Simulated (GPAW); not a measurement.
Consider BaTiO3 (P4mm).

```
Ba Ti O
1.0
     3.99980    0.00000    0.00000
     0.00000    3.99980    0.00000
     0.00000    0.00000    4.01800
Ba Ti O
1 1 3
Direct
  0.00000 0.00000 0.00000
  0.50000 0.50000 0.49000
  0.00000 0.50000 0.51700
  0.50000 0.00000 0.51700
  0.50000 0.50000 0.01900
```

Absorber: atom 2, with 1 O at 1.89 Å, 4 O at 2.00 Å and 1 O at 2.13 Å (distorted octahedral, site symmetry 4mm). Method: GPAW, LDA, full core hole (charged cell), 10-atom cell with 5.7 Å between holes, 6×6×6 k points, dipole transitions, Gaussian full width 0.94 eV up to 4 eV, rising linearly to 3.5 eV at 25 eV.

The database entry behind the starting cell differs from later determinations by our own check (c/a about 0.6 % short), so it need not match the best structure at ambient conditions.

Q: Predict the near-edge structure at the Ti K edge.

Main maxima up to 30 eV above the zero (height): 2.6 eV (0.26), 5.4 eV (0.63), 7.9 eV (0.22), 14.4 eV (2.70), 19.6 eV (2.34) and 26.4 eV (2.16). A K edge sees empty p states. The first eV above the zero hold little dipole weight, as the lowest empty bands are of d character; the main edge, of 4p character, rises through 0.6 near 12 eV above the zero. The total-energy difference plus the lowest empty eigenvalue puts the zero at 4970.77 eV. One term is added: -22.68 eV, since the hole is spin-paired here and a spin-polarised one costs that much less in the free atom (computed apart). The photon energy is then 4948.09 eV. The tabulated edge of the element is 4966 eV. The functional and the charged cell's background leave an error in such absolute values: in the free atom LDA prices this hole 13.2 eV below PBE (computed apart), and PBE is itself good to a few eV.

The Ti K spectrum (energy from the lowest empty level; intensity scaled to a mean of 1 over the first 20 eV; polarised curves are means over the symmetry-equivalent atoms):

```
E (eV)  isotropic  ε ⊥ c  ε ∥ c
  -2.0       0.00   0.00   0.00
  -1.4       0.00   0.00   0.00
  -0.8       0.00   0.00   0.00
  -0.2       0.01   0.01   0.00
   0.4       0.02   0.03   0.00
   1.0       0.01   0.01   0.01
   1.6       0.03   0.01   0.06
   2.2       0.18   0.08   0.37
   2.8       0.24   0.16   0.42
   3.4       0.10   0.07   0.15
   4.0       0.03   0.02   0.04
   4.6       0.23   0.21   0.26
   5.2       0.61   0.57   0.68
   5.8       0.48   0.45   0.54
   6.4       0.19   0.19   0.20
   7.0       0.16   0.17   0.14
   7.6       0.21   0.22   0.19
   8.2       0.22   0.22   0.20
   8.8       0.20   0.20   0.19
   9.4       0.17   0.17   0.16
  10.0       0.16   0.16   0.15
  10.6       0.18   0.18   0.18
  11.2       0.28   0.27   0.28
  11.8       0.54   0.52   0.57
  12.4       1.09   1.04   1.18
  13.0       1.83   1.76   1.99
  13.6       2.44   2.36   2.60
  14.2       2.69   2.65   2.76
  14.8       2.67   2.69   2.64
  15.4       2.55   2.60   2.46
  16.0       2.39   2.43   2.29
  16.6       2.21   2.25   2.14
  17.2       2.08   2.11   2.02
  17.8       2.05   2.08   1.98
  18.4       2.14   2.18   2.05
  19.0       2.27   2.32   2.18
  19.6       2.34   2.40   2.23
  20.2       2.29   2.35   2.17
  20.8       2.13   2.19   2.01
  21.4       1.96   2.02   1.85
  22.0       1.84   1.89   1.74
  22.6       1.80   1.84   1.71
  23.2       1.83   1.87   1.75
  23.8       1.90   1.93   1.82
  24.4       1.98   2.02   1.91
  25.0       2.06   2.09   1.99
  25.6       2.12   2.16   2.05
  26.2       2.16   2.19   2.09
  26.8       2.15   2.19   2.08
  27.4       2.09   2.13   2.02
  28.0       1.97   2.01   1.90
  28.6       1.81   1.84   1.74
  29.2       1.63   1.66   1.56
  29.8       1.47   1.50   1.41
  30.4       1.36   1.38   1.31
  31.0       1.29   1.31   1.25
  31.6       1.27   1.28   1.23
```

Quadrupole 1s→3d transitions, which feed the pre-edge, are not in the dipole spectrum. The holes are only 5.7 Å apart, so the shape is probably not converged with cell size; no larger cell was run here. The mesh is coarse (0.26 Å⁻¹ between points), so small maxima may be mesh ripples. Lifetime broadening is put in by hand, and intensities beyond about 20 eV depend on it and on the partial waves. The structure is a published determination, not relaxed.

[Banner, clock and machine lines of the logs are left out without a mark of their own.]

[Logs are printed without paths, hosts, clocks, repeated set-up lines and the standing remarks that a program may print on its own settings, such as how far it seeks lower states.]

[Hosts, paths, dates, database ids (printed as entryN), source tags and the programs' standing remarks are cut or masked in the printed files.]

[Lists of maxima count a maximum above −3 eV only where it reaches 4 % of the highest in the window and stands out from its surroundings by 2 % of it (1.5 % where it reaches 55 %); shoulders and weaker maxima are passed over, and of the rest the first, up to two pre-edge ones and the few strongest are named.]
